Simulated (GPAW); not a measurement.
# Geometry or basis: what sets the conductance of CO in line between two W chains

How well does CO in line between two W chains conduct once its atoms have relaxed, and how much do cheaper levels lose?

Calculated with GPAW 26.7.0; GPAW LCAO, PAW setups; relaxation of the junction within the symmetry of its start, lead ends held, in the first sound run; inputs show where later runs differ.

## Step 1: Starting point

The cell holds 18 atoms: 16 W, 1 C and 1 O. Cell: a = 9.000 Å, b = 9.000 Å, c = 38.296 Å, α = 90.0°, β = 90.0°, γ = 90.0°. Regions: left lead, 8 atoms (8 W); channel, 2 atoms (1 C and 1 O); right lead, 8 atoms (8 W). Vacuum lies along a and b. The structure is stacked along c, and the current runs across the ab planes.

## Step 2: Relaxation

Transmission follows bond lengths closely, so the atoms between the held lead ends are relaxed first, within whatever symmetry the start has.

Contents of run.py:

```python
import json
from ase import Atoms
from ase.constraints import FixAtoms
from ase.optimize import BFGS
from gpaw import GPAW, FermiDirac

device = Atoms(
    ['W', 'W', 'W', 'W', 'W', 'W', 'W', 'W', 'C', 'O', 'W', 'W', 'W', 'W', 'W', 'W', 'W', 'W'],
    positions=[
        [4.50000, 4.50000, 1.12500],
        [4.50000, 4.50000, 3.37500],
        [4.50000, 4.50000, 5.62500],
        [4.50000, 4.50000, 7.87500],
        [4.50000, 4.50000, 10.12500],
        [4.50000, 4.50000, 12.37500],
        [4.50000, 4.50000, 14.62500],
        [4.50000, 4.50000, 16.87500],
        [4.50000, 4.50000, 18.62290],
        [4.50000, 4.50000, 19.78290],
        [4.50000, 4.50000, 21.42070],
        [4.50000, 4.50000, 23.67070],
        [4.50000, 4.50000, 25.92070],
        [4.50000, 4.50000, 28.17070],
        [4.50000, 4.50000, 30.42070],
        [4.50000, 4.50000, 32.67070],
        [4.50000, 4.50000, 34.92070],
        [4.50000, 4.50000, 37.17070]],
    cell=[[9.0, 0.0, 0.0], [0.0, 9.0, 0.0], [0.0, 0.0, 38.2957]],
    pbc=True)

device.set_constraint(FixAtoms([0, 1, 2, 3, 4, 5, 6, 11, 12, 13, 14, 15, 16, 17]))
device.calc = GPAW(mode='lcao', basis='dzp', xc='PBE', h=0.18,
                   kpts={'size': (1, 1, 2), 'gamma': True},
                   symmetry={'tolerance': 1e-3, 'extra_ids': [1, 1, 1, 1, 1, 1, 1, 0, 0, 0, 0, 1, 1, 1, 1, 1, 1, 1]},
                   occupations=FermiDirac(0.1), maxiter=250,
                   mixer=dict(beta=0.1, nmaxold=8, weight=100.0),
                   convergence=dict(density=0.0001), txt='relax.txt')
path = []
opt = BFGS(device, maxstep=0.15)
opt.attach(lambda: path.append((device.get_potential_energy(), device.positions.tolist(), device.get_forces().tolist())))
relaxed = bool(opt.run(fmax=0.05, steps=50))
json.dump(dict(relaxed=relaxed, path=path, positions=device.positions.tolist(), moments=device.get_magnetic_moments().tolist(),
               forces=device.get_forces(apply_constraint=False).tolist()), open('result.json', 'w'))
```

On the command line:

```sh
$ OMP_NUM_THREADS=1 OPENBLAS_NUM_THREADS=1 python run.py
```

The log of the run:

```text
Step          Energy          fmax
BFGS:    0      -95.313953       14.184568
BFGS:    1      -96.857659        4.193909
BFGS:    2      -97.071793        1.719936
BFGS:    3      -97.076759        1.601899
BFGS:    4      -97.089370        0.229531
BFGS:    5      -97.090714        0.173457
BFGS:    6      -97.091168        0.199163
BFGS:    7      -97.092731        0.024062
```

Run time: 24 min. Hardware: 1 thread of Arm Neoverse V1, shared host; peak memory 2 GiB.

Step by step:

```csv
step,energy less that of the first step (eV),largest force (eV/Å)
1,0.0000,14.1846
2,-1.5490,4.1939
3,-1.7719,1.7199
4,-1.7769,1.6019
5,-1.7890,0.2295
6,-1.7905,0.1735
7,-1.7915,0.1992
8,-1.7929,0.0241
```

The atoms that moved most (Å):

```csv
atom,dx,dy,dz,length
W11,0.000,0.000,0.187,0.187
W8,0.000,0.000,-0.129,0.129
C9,0.000,0.000,-0.085,0.085
O10,0.000,0.000,-0.031,0.031
```

The relaxation lowered the energy of the cell by 1.79 eV (energies extrapolated to zero smearing; the optimiser's log prints free energies). The largest force left on a free atom is 0.024 eV/Å.

## Step 3: Double-zeta polarised basis

The script solves lead and junction separately, takes H and S in the orbital basis, and joins semi-infinite leads through their self-energies; the dzp basis is the working standard.

This step: GPAW LCAO, PAW setups; Landauer transmission from Green's functions with principal layers (ASE), zero bias (GPAW 26.7.0).

Contents of run.py:

```python
import json
import numpy as np
from ase import Atoms
from ase.transport.calculators import TransportCalculator
from gpaw import GPAW, FermiDirac
from gpaw.lcao.tools import get_lcao_hamiltonian
from scipy.linalg import eigh

# The junction with lead layers at both ends, along the third cell vector
device = Atoms(
    ['W', 'W', 'W', 'W', 'W', 'W', 'W', 'W', 'C', 'O', 'W', 'W', 'W', 'W', 'W', 'W', 'W', 'W'],
    positions=[
        [4.50000, 4.50000, 1.12500],
        [4.50000, 4.50000, 3.37500],
        [4.50000, 4.50000, 5.62500],
        [4.50000, 4.50000, 7.87500],
        [4.50000, 4.50000, 10.12500],
        [4.50000, 4.50000, 12.37500],
        [4.50000, 4.50000, 14.62500],
        [4.50000, 4.50000, 16.74571],
        [4.50000, 4.50000, 18.53793],
        [4.50000, 4.50000, 19.75234],
        [4.50000, 4.50000, 21.60751],
        [4.50000, 4.50000, 23.67070],
        [4.50000, 4.50000, 25.92070],
        [4.50000, 4.50000, 28.17070],
        [4.50000, 4.50000, 30.42070],
        [4.50000, 4.50000, 32.67070],
        [4.50000, 4.50000, 34.92070],
        [4.50000, 4.50000, 37.17070]],
    cell=[[9.0, 0.0, 0.0], [0.0, 9.0, 0.0], [0.0, 0.0, 38.2957]],
    pbc=True)

# One principal layer of the lead: the first 5 atoms of the device
lead = Atoms(
    ['W', 'W', 'W', 'W', 'W'],
    positions=[
        [4.50000, 4.50000, 1.12500],
        [4.50000, 4.50000, 3.37500],
        [4.50000, 4.50000, 5.62500],
        [4.50000, 4.50000, 7.87500],
        [4.50000, 4.50000, 10.12500]],
    cell=[[9.0, 0.0, 0.0], [0.0, 9.0, 0.0], [0.0, 0.0, 11.25]],
    pbc=True)

settings = dict(mode='lcao', basis='dzp', xc='PBE', h=0.18,
                occupations=FermiDirac(0.1), maxiter=250,
                mixer=dict(beta=0.1, nmaxold=8, weight=100.0),
                convergence=dict(density=0.0001))
energies = np.arange(-2, 2 + 1e-9, 0.025)
eta = 0.0001
n1, n2 = 1, 1
# k and -k transmit alike, so half of the mesh across the current serves
mesh = [(i, j) for i in range(n1) for j in range(n2) if (i, j) <= (-i % n1, -j % n2)]
weights = np.array([1 if (i, j) == (-i % n1, -j % n2) else 2 for i, j in mesh]) / (n1 * n2)


def ground_state(atoms, size, txt):
    atoms.calc = GPAW(kpts={'size': size, 'gamma': True}, symmetry={'tolerance': 1e-3}, txt=txt, **settings)
    atoms.get_potential_energy()
    return atoms.calc.get_fermi_level()


def blocks(atoms, fermi, points, nz, cells):
    """H - E_F S and S between cell 0 and the cells above it, at each point across the current."""
    kz = np.arange(nz) / nz
    calc = atoms.calc.fixed_density(kpts=[(*k, z) for k in points for z in kz], symmetry='off', txt=None)
    H, S = get_lcao_hamiltonian(calc)
    H = (H - fermi * S).reshape(len(H), len(points), nz, *S.shape[1:])
    S = S.reshape(H.shape[1:])
    phases = [np.exp(-2j * np.pi * kz * R) / nz for R in cells]
    return [(np.einsum('skzij,z->ksij', H, p), np.einsum('kzij,z->kij', S, p)) for p in phases]


def pair(a, b):
    return np.block([[a, b], [b.T.conj(), a]])


def count_channels(h, s, cells, nk=240):
    """Half the number of times that the lead's bands cross each energy, unfolded to its shortest repeat."""
    b = len(h) // cells
    bands = []
    for k in (np.arange(nk + 1) + 0.5) / nk:
        hk, sk = h[:b, :b].copy(), s[:b, :b].copy()
        for R in range(1, cells):
            phase, block = np.exp(2j * np.pi * k * R), slice(R * b, (R + 1) * b)
            hk += h[:b, block] * phase + (h[:b, block] * phase).T.conj()
            sk += s[:b, block] * phase + (s[:b, block] * phase).T.conj()
        w, u = eigh(sk)
        x = u[:, w > 1e-5] / w[w > 1e-5]**0.5  # drop near-dependent combinations
        bands.append(np.r_[eigh(x.T.conj() @ hk @ x, eigvals_only=True), [1e9] * (w <= 1e-5).sum()])
    below = np.array(bands)[:, :, None] < energies
    return (below[1:] != below[:-1]).sum((0, 1)) / 2


fermi_lead = ground_state(lead, (1, 1, 10), 'lead.txt')
fermi_device = ground_state(device, (1, 1, 2), 'device.txt')
T, channels, eigen, tail, misfit, shifts = [], [], [], 0.0, 0.0, []
for first in range(0, len(mesh), 342):
    points = [(i / n1, j / n2) for i, j in mesh[first:first + 342]]
    (H0k, S0k), (H1k, S1k), (H2k, _) = blocks(lead, fermi_lead, points, 5, range(3))
    [(Hk, Sk)] = blocks(device, fermi_device, points, 2, [0])
    tail = max(tail, abs(H2k).max())
    for H0, S0, H1, S1, H, S in zip(H0k, S0k, H1k, S1k, Hk, Sk):
        n = len(S0)
        # Shift the lead onto the potential of the device's first layer
        shift = ((H[:, 0, 0] - H0[:, 0, 0]) / S0[0, 0]).real.mean()
        shifts.append(shift)
        misfit = max(misfit, abs(H[:, :n, :n] - H0 - shift * S0).max())
        Tk, Ck, Ek = [], [], []
        for s in range(len(H)):
            t = s % len(H0)  # a lead without moments serves both spins
            h1, s1 = pair(H0[t] + shift * S0, H1[t] + shift * S1), pair(S0, S1)
            leads = dict(h1=h1, s1=s1, energies=energies, eta=eta, eta1=eta, eta2=eta)
            calc = TransportCalculator(h=H[s], s=S, eigenchannels=3, **leads)
            Tk.append(calc.get_transmission())
            Ek.append(np.sort(calc.eigenchannels_ne, axis=0)[::-1])
            Ck.append(count_channels(h1, s1, 10))
        T.append(Tk)
        channels.append(Ck)
        eigen.append(Ek)
T, channels = np.array(T), np.array(channels)
mean, open_channels = np.einsum('kse,k->se', T, weights), np.einsum('kse,k->se', channels, weights)

print(f'basis functions: device {len(S)}, principal layer {n}')
print(f'Fermi level: lead {fermi_lead:.4f} eV, device {fermi_device:.4f} eV; lead shifted by {np.mean(shifts):.4f} eV')
print(f'largest coupling past the next layer {tail:.2e} eV, largest misfit of the first layer {misfit:.3f} eV')
print('  E-E_F (eV)   ' + 'T (one spin)  channels')
for e, t, c in zip(energies, mean.T, open_channels.T):
    print(f'{e:10.3f}  ', *[f'{x:11.4e}' for x in t], *[f'{x:9.4f}' for x in c])

kT = 8.617333e-5 * 300
fine = np.linspace(energies[0], energies[-1], 4001)
both = np.exp(np.interp(fine, energies, np.log(np.maximum(mean.sum(0) * 2 / len(mean), 1e-30))))
fermi = lambda mu: 1 / (1 + np.exp(np.clip((fine - mu) / kT, -200, 200)))
slope = fermi(0) * (1 - fermi(0)) / kT
G = np.trapezoid(both * slope, fine) / 2
seebeck = -np.trapezoid(both * slope * fine, fine) / (2 * G * 300) * 1e6
print(f'conductance at 300 K: {G:.5g} G0 a cell; thermopower {seebeck:.4g} uV/K')
bias = [0.1, 0.2, 0.5, 1.0, 1.5, 2.0]
current = [38.74 * np.trapezoid(both * (fermi(V / 2) - fermi(-V / 2)), fine) for V in bias]
for V, I in zip(bias, current):
    print(f'current from the zero-bias T(E) at {V} V: {I:.5g} uA')
zero = abs(energies).argmin()
json.dump(dict(energies=energies.tolist(), T=mean.tolist(), channels=open_channels.tolist(), G=G, seebeck=seebeck,
               bias=bias, current=current, tail=tail, misfit=misfit, shift=np.mean(shifts), n_device=len(S), n_lead=n,
               fermi=[fermi_lead, fermi_device], energy=device.get_potential_energy(),
               moments=device.get_magnetic_moments().tolist(), mesh=mesh, weights=weights.tolist(),
               T_k=T[:, :, zero].tolist(), eigen=np.array(eigen[0]).tolist()), open('result.json', 'w'))
```

The log of the run:

```text
basis functions: device 490, principal layer 145
Fermi level: lead -2.6611 eV, device -2.6728 eV; lead shifted by -0.0026 eV
largest coupling past the next layer 7.88e-06 eV, largest misfit of the first layer 0.074 eV
  E-E_F (eV)   T (one spin)  [channel counts left out]
    -2.000    7.0003e-01
    -1.975    6.9964e-01
    -1.950    6.9922e-01
    -1.925    6.9878e-01
    -1.900    6.9835e-01
    -1.875    6.9794e-01
    -1.850    6.9756e-01
    -1.825    6.9723e-01
    -1.800    6.9698e-01
    -1.775    6.9682e-01
    -1.750    6.9682e-01
    -1.725    6.9686e-01
    -1.700    6.9726e-01
    -1.675    6.9742e-01
    -1.650    6.9818e-01
    -1.625    6.9910e-01
[...]
1.825    1.1494e-01
     1.850    1.1615e-01
     1.875    1.1491e-01
     1.900    1.1519e-01
     1.925    1.1534e-01
     1.950    1.1532e-01
     1.975    1.1513e-01
     2.000    1.1475e-01
conductance at 300 K: 1.3859 G0 a cell; thermopower -0.5806 uV/K
current from the zero-bias T(E) at 0.1 V: 10.733 uA
current from the zero-bias T(E) at 0.2 V: 21.442 uA
current from the zero-bias T(E) at 0.5 V: 53.175 uA
current from the zero-bias T(E) at 1.0 V: 103.46 uA
current from the zero-bias T(E) at 1.5 V: 148.89 uA
current from the zero-bias T(E) at 2.0 V: 188.98 uA
```

The job ended after 6.5 min (1 thread; peak memory 2.2 GiB).

Numbers from this step:

- conductance: 1.386 G₀
- largest coupling past the next principal layer: 7.88e-6 eV
- largest misfit of the first principal layer: 0.07442 eV
- shift that aligns the lead: -0.002604 eV
- basis functions of the junction: 490
- basis functions of a principal layer: 145
- transmission at the Fermi level (one spin): 1.387

One spin. Table of transmission, zone mean by energy, zero at the Fermi level:

energy (eV), transmission, zone mean and a bar:
```
   -2.000       0.70 ##############
   -1.800       0.70 ##############
   -1.600       0.70 ##############
   -1.400       0.72 ##############
   -1.200       0.77 ###############
   -1.000       0.86 #################
   -0.800       0.97 ####################
   -0.600       1.11 #######################
   -0.400       1.24 ##########################
   -0.200       1.34 #############################
    0.000       1.39 ##############################
    0.075       1.39 ##############################
    0.200       1.38 ##############################
    0.400       1.34 #############################
    0.600       1.26 ###########################
    0.800       1.18 #########################
    1.000       1.09 #######################
    1.200       1.00 #####################
    1.400       0.91 ###################
    1.600       0.80 ################
    1.800       0.11 
    2.000       0.11
```

Not self-consistent under bias; the bias window is split evenly. The current through one cell, from the zero-bias transmission by bias:

```csv
bias (V),"current through one cell, from the zero-bias transmission (μA)"
0.100,10.7
0.200,21.4
0.500,53.2
1.000,103
1.500,149
2.000,189
```

The transmission of the three most open eigenchannels by energy, zero at the Fermi level:

| energy (eV) | channel 1 | channel 2 | channel 3 |
| --- | --- | --- | --- |
| -2.000 | 0.322 | 0.322 | 0.0558 |
| -1.900 | 0.321 | 0.321 | 0.0548 |
| -1.800 | 0.321 | 0.321 | 0.0544 |
| -1.700 | 0.321 | 0.321 | 0.0545 |
| -1.600 | 0.322 | 0.322 | 0.0548 |
| -1.500 | 0.326 | 0.326 | 0.0553 |
| -1.400 | 0.332 | 0.332 | 0.0559 |
| -1.300 | 0.343 | 0.343 | 0.0564 |
| -1.200 | 0.357 | 0.357 | 0.0570 |
| -1.100 | 0.375 | 0.375 | 0.0576 |
| -1.000 | 0.398 | 0.398 | 0.0584 |
| -0.900 | 0.425 | 0.425 | 0.0594 |
| -0.800 | 0.456 | 0.456 | 0.0606 |
| -0.700 | 0.489 | 0.489 | 0.0621 |
| -0.600 | 0.523 | 0.523 | 0.0635 |
| -0.500 | 0.556 | 0.556 | 0.0650 |
| -0.400 | 0.587 | 0.587 | 0.0665 |
| -0.300 | 0.613 | 0.613 | 0.0678 |
| -0.200 | 0.634 | 0.634 | 0.0688 |
| -0.100 | 0.649 | 0.649 | 0.0696 |
| 0.000 | 0.657 | 0.657 | 0.0702 |
| 0.100 | 0.659 | 0.659 | 0.0705 |
| 0.200 | 0.656 | 0.656 | 0.0708 |
| 0.300 | 0.646 | 0.646 | 0.0710 |
| 0.400 | 0.632 | 0.632 | 0.0713 |
| 0.500 | 0.615 | 0.615 | 0.0717 |
| 0.600 | 0.594 | 0.594 | 0.0723 |
| 0.700 | 0.572 | 0.572 | 0.0732 |
| 0.800 | 0.548 | 0.548 | 0.0744 |
| 0.900 | 0.525 | 0.525 | 0.0760 |
| 1.000 | 0.501 | 0.501 | 0.0779 |
| 1.100 | 0.478 | 0.478 | 0.0802 |
| 1.200 | 0.454 | 0.454 | 0.0828 |
| 1.300 | 0.431 | 0.431 | 0.0858 |
| 1.400 | 0.408 | 0.408 | 0.0890 |
| 1.500 | 0.387 | 0.387 | 0.0924 |
| 1.600 | 0.345 | 0.345 | 0.0959 |
| 1.700 | 0.219 | 0.219 | 0.0991 |
| 1.800 | 0.102 | 0.0117 | 3.7e-4 |
| 1.900 | 0.103 | 0.0124 | 3.4e-8 |
| 2.000 | 0.102 | 0.0129 | 3.3e-8 |

Couplings past the next layer reach 7.9e-6 eV, small enough to drop; the matrix elements of the cell's first layer differ from the bulk lead's by up to 0.074 eV. That layer keeps its own values in the calculation, and only beyond it is the lead taken as perfect. The Fermi levels of lead and junction count from different zeros of potential, one for each periodic cell; with both set to zero, the small remaining shift is what aligns them. Without spin-orbit coupling, which is large for these atoms, channel counts and T are those of the scalar-relativistic bands. By hand: G = 1.386 × 77.48 μS = 107 μS, a resistance of 9.31 kΩ; at 0.1 V a linear junction would pass 10.7 μA, and the integral over the bias window gives 10.7 μA.

(Continued in part 2 of 3.)

[Logs are printed without paths, hosts, clocks, repeated set-up lines and the standing remarks that a program may print on its own settings, such as how far it seeks lower states.]

[Hosts, paths, dates, database ids (printed as entryN), source tags and the programs' standing remarks are cut or masked in the printed files.]
